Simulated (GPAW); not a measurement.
# Surface energy and work function of V(110) from slabs of 3 to 11 layers (RPBE)

How do energy and work function of V(110) films settle with thickness, and what surface energy follows?

How it was computed: GPAW 26.7.0, plane waves at 450 eV with PAW setups; symmetric 1×1 slabs cut at the tabulated lattice constant (two decimals; low-temperature values for the alkali metals), atoms at bulk places, 7.5 Å of vacuum on each side, one in-plane mesh for all thicknesses, Fermi-Dirac smearing of 0.1 eV. Energies are extrapolated to zero smearing and count from the program's reference atoms. Functional RPBE. The cell's area is 6.449 Å².

Results, with one row withheld:

| layers | energy (eV) | work function (eV) |
| --- | --- | --- |
| 3 | −22.2140 | 4.66 |
| 4 | −30.2516 | 4.66 |
| 5 | −38.2683 | 4.63 |
| 6 | −46.2894 | 4.65 |
| 7 | −54.3159 | 4.65 |
| 8 | −62.3438 | 4.65 |
| 9 | −70.3691 | 4.65 |
| 10 | −78.3935 | 4.65 |
| 11 | ? | ? |

**Question.** What surface energy do these runs give, and what energy and work function should the 11-layer slab have?

**Working.** A slab of n layers has E(n) = nε + 2Aγ once its middle is bulk-like. A line through n = 6 to 10 has the slope ε = −8.0261 eV a layer and the intercept 2Aγ = 1.8668 eV (r.m.s. residual 0.9 meV). So γ = 1.8668 / (2 × 6.449 Å²) = 0.1447 eV/Å² = 2.32 J/m², with a standard error of under 0.01 J/m² from the scatter about the line. For 11 layers: 1.8668 + 11 × (−8.0261) = −86.421 eV; the run gives −86.419 eV, 1.6 meV over the line. The work function has no such law: from 6 to 10 layers it stays at 4.65 eV, and the 11-layer slab gives 4.64 eV. The thinnest slab, 3 layers, lies +0.01 eV from that mean.

**Limits.** The surfaces are unrelaxed, so γ is an upper bound for this functional and lattice constant. The tabulated lattice constant isn't the functional's own, which strains the slab a little. The runs had no spin polarisation.
